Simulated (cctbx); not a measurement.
**Interatomic vectors of SmPt4Pb12**

Space group Im-3 (no. 204), a = 10.2420 Å, b = 10.2420 Å, c = 10.2420 Å, α = 90.00°, β = 90.00°, γ = 90.00°, content Pb24 Pt8 Sm2.

The data are simulated with cctbx, not measured: synchrotron X-rays, λ = 0.6889 Å, to d = 0.8 Å, 70 % of the full sphere, strongest reflection 40000 counts, noise from counting, a 1.5 % proportional error and a noise floor of 8 counts (s.d.); no absorption, some extinction.

Patterson synthesis from sharpened amplitudes, origin scaled to 1000:

```text
Patterson group I m -3
      u       v       w   height  length (A)
  0.000   0.000   0.000   1000.0     0.00
  0.000   0.350   0.144    298.5     3.88
  0.000   0.000   0.293    211.9     3.00
  0.000   0.000   0.500    188.8     5.12
  0.145   0.295   0.348    114.0     4.90
  0.095   0.246   0.386     95.1     4.79
  0.097   0.254   0.111     87.1     3.01
  0.000   0.285   0.308     71.7     4.30
  0.250   0.250   0.250     69.6     4.43
  0.000   0.094   0.065     42.9     1.17
  0.149   0.149   0.149     41.6     2.64
  0.000   0.255   0.198     38.6     3.31
  0.037   0.074   0.074     36.4     1.14
  0.000   0.030   0.111     32.3     1.18
```

Q: Assign the vectors.

A peak at u stands for all pairs with xi − xj = u, with weight Σ ZiZj against Σ Z² = 217736 at the origin. Peak heights follow these weights only roughly, since form factors, motion and series ripples differ, all vectors within 0.55 Å of a peak are counted as merged into it though the farther ones add only part of their weight, and F(000) is left out, which lowers the whole map:

| u | v | w | shortest length (Å) | height | 1000 ΣZiZj/ΣZ² | pairs in the cell |
| --- | --- | --- | --- | --- | --- | --- |
| 0.000 | 0.350 | 0.144 | 3.88 | 298 | 340 | 8 × Pb–Pb, 4 × Pb–Sm |
| 0.000 | 0.000 | 0.293 | 3.00 | 212 | 247 | 8 × Pb–Pb |
| 0.000 | 0.000 | 0.500 | 5.12 | 189 | 224 | 8 × Pt–Pt |
| 0.145 | 0.295 | 0.348 | 4.48 | 114 | 124 | 4 × Pb–Pb |
| 0.095 | 0.246 | 0.386 | 4.79 | 95 | 118 | 4 × Pb–Pt |
| 0.097 | 0.254 | 0.111 | 3.01 | 87 | 118 | 4 × Pb–Pt |
| 0.000 | 0.285 | 0.308 | 4.30 | 72 | 62 | 2 × Pb–Pb |
| 0.250 | 0.250 | 0.250 | 4.43 | 70 | 89 | 4 × Pt–Sm |

The table stops at ten peaks or at a height of 45, below which ripples compete. In the model behind the data Pb, the heaviest element, has 1 independent site: (0, 0.6399, 0.1507), up to an allowed shift of origin; the Pb–Pb vectors are differences of these positions and their symmetry mates. Elements of similar Z can't be told apart from the map alone. The whole model:

```csv
atom,mult.,x,y,z,Ueq (Å²)
Pb1,24,0,0.6399,0.1507,0.0113
Pt1,8,1/4,1/4,3/4,0.0126
Sm1,2,0,0,0,0.0139
```

The model was made for the exercise: a known structure type with other elements put in, its volume estimated, not relaxed; displacement parameters are assumed.

[Logs are printed without paths, hosts, clocks, repeated set-up lines and the standing remarks that a program may print on its own settings, such as how far it seeks lower states.]
